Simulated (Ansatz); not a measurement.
# Lattice dynamics of Ti2CF2 monolayer

Aim: the phonons of Ti2CF2 monolayer at a cell relaxed beforehand at this level. After the zone centre comes a 4×4×1 q mesh on a 20×20×1 k mesh.

Main program and level: Ansatz 0.2.0; DFT PBE, scalar-relativistic, plane waves, PAW.

## Step 1: Starting point

The cell holds 5 atoms: 1 C, 2 Ti and 2 F. Its edges and angles: a = 3.055 Å, b = 3.055 Å, c = 33.200 Å, α = 90.0°, β = 90.0°, γ = 120.0°. Vacuum lies along c.

## Step 2: Modes at Γ

The cell comes from relaxations at this level that are not shown. The zone centre comes first: it holds the modes that light can see, as far as symmetry allows. No field response is asked, since the mesh shows no gap.

input.yaml reads:

```yaml
crystal:
  lattice:
    - [3.0549589349, 0.0, 0.0]
    - [-1.5274794675, 2.6456720451, 0.0]
    - [0.0, 0.0, 33.2]
  atoms:
    - { symbol: C, position: [0.0, 0.0, 0.3012048193] }
    - { symbol: Ti, position: [0.3333333333, 0.6666666667, 0.3354314109] }
    - { symbol: Ti, position: [0.6666666667, 0.3333333333, 0.2669782277] }
    - { symbol: F, position: [0.6666666667, 0.3333333333, 0.3731628131] }
    - { symbol: F, position: [0.3333333333, 0.6666666667, 0.2292468255] }
  periodic: [true, true, false]
kpoints:
  mp_grid: { grid: [18, 18, 1] }
hamiltonian:
  xc: pbe
scf:
  occupations: { method: methfessel_paxton, width: 0.15 }
output:
  eigenvalues: true
phonons:
  method: dfpt
```

Command:

```
$ ansatz run input.yaml --threads 8 --pin off --max-ram 14336MiB --backend cpu --events-out ev --progress --plain --runs-dir out
```

Numbers of over 12 decimals in the logs are rounded to 6 here.

The program printed:

```text
Warning: crystal.symmetry: narrowed to the stabiliser of the run's FFT grids — unitary ops 12 → 6. A phonons.method: dfpt run fills in the rows of the dynamical matrix that it does not solve by its symmetry operations, which is exact only for operations that map its FFT grids onto themselves: filled in by any other, the frequencies could depend on the order in which like atoms are typed, or, by more than the grids' own error, on where the crystal sits among the grids' points. Excluded: 6 operations. The run can therefore solve more perturbations, solve them on more k-points, or both, and cost more. [rest of the remark cut]
Engine: ansatz 0.2.0, x86_64-unknown-linux-gnu
Pseudopotentials: kind: paw
Pseudopotential: C, paw, valence charge 4, recommended cutoff 420 eV (normal), C.paw.azcp
Pseudopotential: Ti, paw, valence charge 12, recommended cutoff 420 eV (normal), Ti.paw.azcp
Pseudopotential: F, paw, valence charge 7, recommended cutoff 420 eV (normal), F.paw.azcp
Functional definition: PBE
  parameter kappa = 0.804
  parameter beta = 0.066725
  exchange = pbe_x(kappa = kappa, mu = beta*pi^2/3)
  correlation = pbe_c(beta = beta)
Crystal: 5 atoms, lattice volume = 268.336 Å³
Basis set: ecut = 420 eV, 5235 PW (Γ), exchange–correlation on 48×48×450 points (8 copies of the dense FFT grid, shifted against one another)
Bands: 26, of which v1, the nominal top of the filled ones, is band 21 counted from 1 (20 counted from 0)
Symmetry: 12 space group operations
k-points: 91 of 324 (irreducible under 2 space group operations, time reversal used)
Non-local potential: C, projectors of the file, l = 0: 2, l = 1: 2, l = 2: 1
Non-local potential: Ti, projectors of the file, l = 0: 3, l = 1: 2, l = 2: 3, l = 3: 1
Non-local potential: F, projectors of the file, l = 0: 2, l = 1: 2, l = 2: 1
PAW form: soft (Blöchl's): semilocal exchange-correlation on the pseudo side does not see the compensation charge
PAW one-centre angular grid: C, 110 points (default); XC on 64 Gauss nodes
PAW one-centre angular grid: Ti, 590 points (default); XC on 64 Gauss nodes
PAW one-centre angular grid: F, 110 points (default); XC on 64 Gauss nodes
Initial density: superposition of atomic densities (neutral atoms: chi_scale 0, normalization atom), corrected by the library's trained network
Initial wavefunctions: pseudopotential atomic-orbital guess
Functional: x = pbe(κ = 0.804, μ = 0.219515), c = pbe(β = 0.066725)
SCF iter   1: F=—  HF=-6872.475821 eV  |F-HF|=—  |Δ(HF+E_count)|=         —  Δρ=1.94e-3  dr2=1.52e-2  ethr=1.77e-3  ⟨swp⟩=9.1  Hψ=14557  notcnv=0
preconditioner: auto → LDOS  [metal: Δε(μ)=0.025 eV  Ē_g=7.312 eV  σ=0.150 eV  W_gap=0.14  n_scr=20 (ndim 8)  ℏωp=10.6 eV  f_vac=0.778  D(μ)=1.76/eV (n_scr^D=10)  β→1.0]
SCF iter   2: F=—  HF=-6872.475163 eV  |F-HF|=—  |Δ(HF+E_count)|=   6.58e-4  S|Δr|=    0.00e0  Δρ=1.15e-3  dr2=4.84e-3  ethr=3.62e-5  ⟨swp⟩=3.5  Hψ=6381  notcnv=0  defer=3
SCF iter   3: F=—  HF=-6872.473542 eV  |F-HF|=—  |Δ(HF+E_count)|=   1.62e-3  S|Δr|=    0.00e0  Δρ=4.59e-4  dr2=5.71e-4  ethr=1.15e-5  ⟨swp⟩=3.0  Hψ=4790  notcnv=0  defer=3
SCF iter   4: F=—  HF=-6872.473427 eV  |F-HF|=—  |Δ(HF+E_count)|=   1.15e-4  S|Δr|=    0.00e0  Δρ=1.15e-4  dr2=3.85e-5  ethr=1.36e-6  ⟨swp⟩=3.5  Hψ=5469  notcnv=0  defer=3
SCF iter   5: F=—  HF=-6872.473430 eV  |F-HF|=—  |Δ(HF+E_count)|=   3.34e-6  S|Δr|=    0.00e0  Δρ=3.20e-5  dr2=1.61e-6  ethr=9.18e-8  ⟨swp⟩=2.8  Hψ=4191  notcnv=0  defer=3
SCF iter   6: F=—  HF=-6872.473428 eV  |F-HF|=—  |Δ(HF+E_count)|=   2.45e-6  S|Δr|=    0.00e0  Δρ=9.02e-6  dr2=1.51e-7  ethr=3.83e-9  ⟨swp⟩=3.7  Hψ=5675  notcnv=0  defer=2
SCF iter   7: F=—  HF=-6872.473428 eV  |F-HF|=—  |Δ(HF+E_count)|=   3.30e-7  S|Δr|=    0.00e0  Δρ=3.28e-6  dr2=1.83e-8  ethr=3.59e-10  ⟨swp⟩=3.1  Hψ=5221  notcnv=0  defer=2
SCF iter   8: F=—  HF=-6872.473428 eV  |F-HF|=—  |Δ(HF+E_count)|=   1.37e-7  S|Δr|=    0.00e0  Δρ=7.20e-7  dr2=9.38e-10  ethr=4.36e-11  ⟨swp⟩=3.2  Hψ=4882  notcnv=0  defer=1
SCF iter   9: F=—  HF=-6872.473429 eV  |F-HF|=—  |Δ(HF+E_count)|=   3.21e-8  S|Δr|=    0.00e0  Δρ=1.17e-7  dr2=2.24e-11  ethr=2.23e-12  ⟨swp⟩=3.3  Hψ=5321  notcnv=0  defer=1
SCF iter  10: F=-6872.473429 eV  HF=-6872.473429 eV  |F-HF|=5.00e-11  |Δ(HF+E_count)|=  5.19e-10  S|Δr|=    0.00e0  Δρ=2.24e-8  dr2=7.78e-13  ethr=1.00e-12  ⟨swp⟩=15.5  Hψ=18060  notcnv=0
SCF 1 converged in 10 iterations: F = -6872.473429 eV  dr2 = 7.78e-13
  greatest PAW one-centre occupation: 0.999 electrons in one spin orbital (limit 2), on the Ti atom at site 2 (counted from 0), in its partial waves of l = 0
DFPT response loops at Γ: preconditioner auto → none (partly filled bands, converged f_vac=0.780); β = 0.50; Broyden in place of MSR1
SCF converged after 10 iterations
Stability not checked: this state was not tested for a lower state beside it, because cold or Methfessel-Paxton smearing, or corrected tetrahedra, fill the levels in a way that the test cannot read (fill_not_monotonic; see scf.lower_state_search)
Free energy (F): -6872.473429 eV
Harris-Foulkes:  -6872.473429 eV  (|F-HF|=5.00e-11)
Internal energy: -6872.473345 eV  (E = F + TS)
E sigma→0 (E₀):  -6872.473408 eV
Entropy (-TS):   -0.000083 eV (-0.017 meV/atom)
Fermi energy:    -4.810847 eV
--- Per-component energies (eV) ---
  E_band       = -1065.708594
  E_kinetic    = 1050.398405
  E_local      = -128442.826810  (includes V_loc(G=0)·N_el)
  E_nonlocal   = 186.996975
  E_hartree    = 63564.844751
  E_xc         = -405.439987
  E_vxc        = -511.874778  (∫ρ·V_xc dr)
  E_paw        = -2593.875253  (= ΣΔE_a)
  E_vpaw       = -478.096193  (= ΣTr[D̂ρ^β])
  E_aug_tail   = 0.004370  (compensation charges beyond the density's cutoff)
  E_ewald      = 59767.424203
  E_smearing   = -0.000083  (= −TS)
  E_closure    = 0.000000  (closes the sum)
  Σ components = -6872.473429   (vs F -6872.473429, Δ=0.00e0)
--- Band table (eV; the first three rows and the last of 91) ---
  k-point 0: bands = [... 17 lower, -8.6157, -7.4613, -7.4613, -4.8617, -4.8617, -4.5623, -3.2353, -3.2353, ... 1 higher]
  k-point 1: bands = [... 17 lower, -8.5926, -7.5761, -7.4859, -4.9130, -4.8067, -4.5340, -3.2695, -3.2312, ... 1 higher]
  k-point 2: bands = [... 17 lower, -8.5395, -7.8712, -7.5487, -5.0853, -4.6508, -4.4246, -3.3231, -3.2025, ... 1 higher]
  k-point 90: bands = [... 17 lower, -9.2853, -8.6879, -8.2822, -4.9618, -4.4186, -3.1406, -2.9042, -2.8356, ... 1 higher]
--- Phonons (Γ-DFPT): 10 representative perturbations + reference, on 91 of 324 k-points (Σ response iterations 52) ---
  ASR residual: 4.966e-5 → 0.000e0 eV/Å²; symmetrization residual: 2.055e-5 eV/Å²
  The last average, over the group as it would stand without the narrowing to the FFT grids, took up to 2.599e-6 eV/Å² of the zone centre's force constants
  ASR residual per site (eV/Å²): 4.97e-5 4.89e-5 4.68e-5 9.39e-6 1.76e-5
  Γ frequencies (cm⁻¹): 0.00 0.00 0.00 192.98 192.98 256.95 256.95 257.45 257.45 285.77 459.49 503.01 672.83 675.41 675.41
  non-analytic LO–TO correction: not included (Born effective charges unavailable; polar crystals: no LO–TO splitting at Γ)
```

The job ended after 96 s (8 threads of Intel Xeon 6975P-C (Granite Rapids), shared host; peak memory 2.5 GiB).

In the SCF lines HF is the Harris–Foulkes energy and dr2 the Hartree energy of the density residual, in eV; the loop may stop once dr2 is under the threshold and the program's other checks hold. Hψ counts applications of the Hamiltonian.

This run has no spin polarisation, although Ti can carry a moment.

This step gave:

| Item | Value |
| --- | --- |
| gap on the k-mesh | 0 eV |
| sum-rule residual before enforcement | 4.97e-5 eV/Å² |
| point group | -3m |
| area per atom | 1.616 Å² |
| highest optical mode at the zone centre (no LO-TO term) | 675.4 cm⁻¹ |
| lowest optical zone-centre mode | 193.0 cm⁻¹ |

Patterns of degenerate modes are one choice out of their space. The modes at Γ (shares of kinetic energy by element, %):

| mode | frequency (cm⁻¹) | symmetry | C % | Ti % | F % |
| --- | --- | --- | --- | --- | --- |
| 1 | 0.0 | acoustic | 8 | 66 | 26 |
| 2 | 0.0 | acoustic | 8 | 66 | 26 |
| 3 | 0.0 | acoustic | 8 | 66 | 26 |
| 4 | 193.0 | Eg | 0 | 38 | 62 |
| 5 | 193.0 | Eg | 0 | 38 | 62 |
| 6 | 256.9 | Eg | 0 | 62 | 38 |
| 7 | 256.9 | Eg | 0 | 62 | 38 |
| 8 | 257.4 | Eu | 2 | 24 | 74 |
| 9 | 257.4 | Eu | 2 | 24 | 74 |
| 10 | 285.8 | A1g | 0 | 43 | 57 |
| 11 | 459.5 | A2u | 5 | 22 | 74 |
| 12 | 503.0 | A1g | 0 | 57 | 43 |
| 13 | 672.8 | A2u | 87 | 13 | 0 |
| 14 | 675.4 | Eu | 90 | 10 | 0 |
| 15 | 675.4 | Eu | 90 | 10 | 0 |

Displacements in mode 4 (193.0 cm⁻¹), the largest set to 1:
```
C1   0.00  0.00  0.00
Ti2  0.36  0.49  0.00
Ti3 -0.36 -0.49  0.00
F4   0.73  1.00  0.00
F5  -0.73 -1.00  0.00
```

Displacements in mode 8 (257.4 cm⁻¹), the largest set to 1:
```
C1  -0.02 -0.28  0.00
Ti2 -0.03 -0.36  0.00
Ti3 -0.03 -0.36  0.00
F4   0.08  1.00  0.00
F5   0.08  1.00  0.00
```

Before it was imposed, the acoustic sum rule was missed by 5.0e-5 eV/Å². Small misses are needed for a sound result but don't prove that mesh and cutoff are converged. The lowest optical mode is real, 193 cm⁻¹.

## Step 3: Phonons on a q mesh

Stability and thermal properties need the whole zone. Linear response on a 4×4×1 q mesh gives force constants as far as a supercell of that size would.

Changes to input.yaml since step 2:

```diff
@@ -13,3 +13,3 @@
 kpoints:
-  mp_grid: { grid: [18, 18, 1] }
+  mp_grid: { grid: [20, 20, 1] }
 hamiltonian:
@@ -22 +22,10 @@
   method: dfpt
+  qmesh: [4, 4, 1]
+  temperatures: { t_max: 1000, t_step: 50 }
+  qpath:
+    path:
+      - [0.0, 0.0, 0.0]
+      - [0.5, 0.0, 0.0]
+      - [0.33333333, 0.33333333, 0.0]
+      - [0.0, 0.0, 0.0]
+    npoints: 10
```

The program printed:

```text
[...]
Crystal: 5 atoms, lattice volume = 268.336 Å³
Basis set: ecut = 420 eV, 5235 PW (Γ), exchange–correlation on 48×48×450 points (8 copies of the dense FFT grid, shifted against one another)
Bands: 26, of which v1, the nominal top of the filled ones, is band 21 counted from 1 (20 counted from 0)
Symmetry: 12 space group operations
k-points: 44 of 400 (irreducible under 6 space group operations, time reversal used)
[...]
SCF iter   1: F=—  HF=-6872.473700 eV  |F-HF|=—  |Δ(HF+E_count)|=         —  Δρ=1.96e-3  dr2=1.54e-2  ethr=1.77e-3  ⟨swp⟩=9.0  Hψ=6977  notcnv=0
[...]
SCF iter  10: F=-6872.471188 eV  HF=-6872.471188 eV  |F-HF|=1.55e-10  |Δ(HF+E_count)|=  5.79e-10  S|Δr|=    0.00e0  Δρ=3.22e-8  dr2=1.96e-12  ethr=1.00e-12  ⟨swp⟩=15.8  Hψ=9091  notcnv=0
SCF 1 converged in 10 iterations: F = -6872.471188 eV  dr2 = 1.96e-12
[...]
phonons: the bands overlap, so this run is a metal and interpolates without the dipole-dipole term. If the crystal is really an insulator or semiconductor, its LO-TO splitting is missing
NSCF: frozen V_eff on 44 k-points
[...]
DFPT response loops at q = (0, 0, 0) (fractional): preconditioner auto → none (partly filled bands, converged f_vac=0.780); β = 0.50; Broyden in place of MSR1
[...]
SCF converged after 10 iterations
[...]
Free energy (F): -6872.471188 eV
[...]
Internal energy: -6872.467571 eV  (E = F + TS)
E sigma→0 (E₀):  -6872.470284 eV
Entropy (-TS):   -0.003617 eV (-0.723 meV/atom)
Fermi energy:    -4.800845 eV
[...]
--- Band table (eV; the first three rows and the last of 44) ---
  k-point 0: bands = [... 17 lower, -8.6153, -7.4607, -7.4607, -4.8596, -4.8596, -4.5602, -3.2328, -3.2328, ... 1 higher]
  k-point 1: bands = [... 17 lower, -8.5964, -7.5543, -7.4808, -4.9004, -4.8148, -4.5381, -3.2614, -3.2298, ... 1 higher]
  k-point 2: bands = [... 17 lower, -8.5506, -7.8019, -7.5336, -5.0398, -4.6869, -4.4509, -3.3119, -3.2084, ... 1 higher]
  k-point 43: bands = [... 17 lower, -9.2614, -9.1096, -8.2329, -4.4760, -3.9289, -3.6738, -2.8932, -2.7816, ... 1 higher]
--- Phonons (Γ-DFPT): 10 representative perturbations + reference (Σ response iterations 51) ---
  ASR residual: 2.005e-5 → 0.000e0 eV/Å²; symmetrization residual: 7.781e-6 eV/Å²
[...]
ASR residual per site (eV/Å²): 2.01e-5 1.56e-5 7.71e-6 1.59e-5 6.75e-6
[...]
--- Phonons (arbitrary-q DFPT): 4 irreducible q on the 4×4×1 mesh ---
  q = [0.0000, 0.0000, 0.0000] (star 1, of the zone-centre solve; hermiticity 6.20e-7, symmetrization 4.27e-11, taken by the last average 2.18e-7): 0.00 0.00 0.00 192.58 192.58 250.42 250.42 257.89 257.89 285.55 459.46 507.29 673.99 676.02 676.02
  q = [0.0000, 0.2500, 0.0000] (star 6, 15 solved perturbations on 210 of 400 k-point pairs; hermiticity 9.38e-7, symmetrization 1.26e-10, taken by the last average 4.44e-7): 113.16 140.24 208.00 215.02 244.47 245.76 248.27 266.14 293.43 323.23 420.95 430.67 651.40 675.17 676.17
[...]
q = [0.2500, 0.2500, 0.0000] (star 6, 10 solved perturbations in 3050 linear systems a pass and spin channel, the states on 400 of 400 k-point pairs; hermiticity 3.58e-7, symmetrization 6.18e-11, taken by the last average 4.40e-7): 204.07 230.26 231.48 236.98 244.74 252.09 262.84 274.14 290.95 315.93 371.71 387.97 634.77 661.98 665.71
  sum rule: each row above includes the acoustic sum rule's correction from the zone centre's row sums; it moved no ω² by more than (0.67 cm⁻¹)²
  mesh force constants: q→R imaginary residual 3.33e-18; ASR residual 2.005e-5 → 0.000e0 eV/Å²; symmetrization residual 2.132e-14 eV/Å²
  interpolated dispersion: 31 rows × 15 modes
  density of states and harmonic sums: on the 24×24×1 q-mesh, interpolated from the force constants of a 4×4×1 supercell (no non-analytic term)
  largest difference from the sums on the solved wave vectors: F 4.55e-2 eV, S 6.03e-5 and C_V 1.48e-5 eV/K
  zero-point energy: 0.321819 eV/cell   skipped modes (ω ≤ 0): 4, of them read as no rigid motion or as one in doubt: 1 (1.042e-2 modes/cell left out, lowest -3.23 cm⁻¹)   left out of the sums: 1.04e-3 of the cell's modes: C_V's classical limit lies that fraction below 3 k_B per atom; for a crystal, a wire or a layer, F and S can be off by more, and a phonons.interpolated_qmesh denser along its periods is the remedy for the sampling
```

Wall time 9.3 min (8 threads); peak memory 5.8 GiB.

Numbers from this step:

```
sum-rule residual before enforcement                       : 2.01e-5 eV/Å²
lowest frequency on the path                               : 0 cm⁻¹
highest frequency on the path or at a solved wavevector    : 678.1 cm⁻¹
mean frequency                                             : 346.5 cm⁻¹
highest optical mode at the zone centre (no LO-TO term)    : 676.0 cm⁻¹
lowest optical zone-centre mode                            : 192.6 cm⁻¹
lowest mode on the q mesh (acoustic modes at Γ apart)      : 113.2 cm⁻¹
zero-point energy per atom                                 : 64.36 meV
heat capacity at 300 K                                     : 19.56 J/(mol atoms K)
vibrational entropy at 300 K                               : 18.39 J/(mol atoms K)
edges of the widest gap between branches, on path and mesh : 507.3, 631.7 cm⁻¹
```

Frequencies (cm⁻¹) solved at each irreducible wavevector; negative means imaginary. Frequencies by wavevector, by row:

| q in reciprocal lattice units | star | mode 1 | mode 2 | mode 3 | mode 4 | mode 13 | mode 14 | mode 15 |
| --- | --- | --- | --- | --- | --- | --- | --- | --- |
| 0 0 0 | 1 | 0 | 0 | 0 | 192.6 | 674 | 676 | 676 |
| 0 0.25 0 | 6 | 113.2 | 140.2 | 208 | 215 | 651.4 | 675.2 | 676.2 |
| 0 -0.5 0 | 3 | 214.1 | 221.2 | 227.6 | 228.9 | 634.7 | 670.6 | 671.5 |
| 0.25 0.25 0 | 6 | 204.1 | 230.3 | 231.5 | 237 | 634.8 | 662 | 665.7 |

Interpolated from a 4×4×1 q mesh. The phonon branches at the labelled points (cm⁻¹):

| point | branch 1 | branch 2 | branch 3 | branch 4 | branch 12 | branch 13 | branch 14 | branch 15 |
| --- | --- | --- | --- | --- | --- | --- | --- | --- |
| Γ | 0 | 0 | 0 | 193 | 507 | 674 | 676 | 676 |
| halfway | 113 | 140 | 208 | 215 | 431 | 651 | 675 | 676 |
| M | 214 | 221 | 228 | 229 | 400 | 635 | 671 | 672 |
| halfway | 215 | 231 | 234 | 243 | 387 | 633 | 663 | 667 |
| K | 232 | 239 | 239 | 243 | 366 | 632 | 660 | 660 |
| halfway | 134 | 168 | 214 | 233 | 413 | 646 | 672 | 674 |
| Γ | 0 | 0 | 0 | 193 | 507 | 674 | 676 | 676 |

Tetrahedra on a 24×24×1 mesh, mean over bins of 10 cm-1. Interpolated from a 4×4×1 q mesh. Phonon density of states against wavenumber; read off at these points:

wavenumber (cm⁻¹), phonon density of states (1/cm⁻¹/cell) and a bar:
```
       -5      0.001 
       25      0.002 #
       55      0.004 #
       95      0.005 #
      125      0.007 ##
      155      0.009 ##
      185      0.013 ###
      225      0.069 ################
      255      0.127 ##############################
      285      0.033 ########
      295      0.063 ###############
      315      0.029 #######
      355      0.000 
      385      0.024 ######
      395      0.030 #######
      415      0.019 #####
      445      0.008 ##
      485      0.002 #
      515      0.000 
      545      0.000 
      575      0.000 
      615      0.000 
      635      0.053 #############
      645      0.023 #####
      675      0.114 ###########################
```

(Continued in part 2 of 2.)

[Logs are printed without paths, hosts, clocks, repeated set-up lines and the standing remarks that a program may print on its own settings, such as how far it seeks lower states.]

[Hosts, paths, dates, database ids (printed as entryN), source tags and the programs' standing remarks are cut or masked in the printed files.]
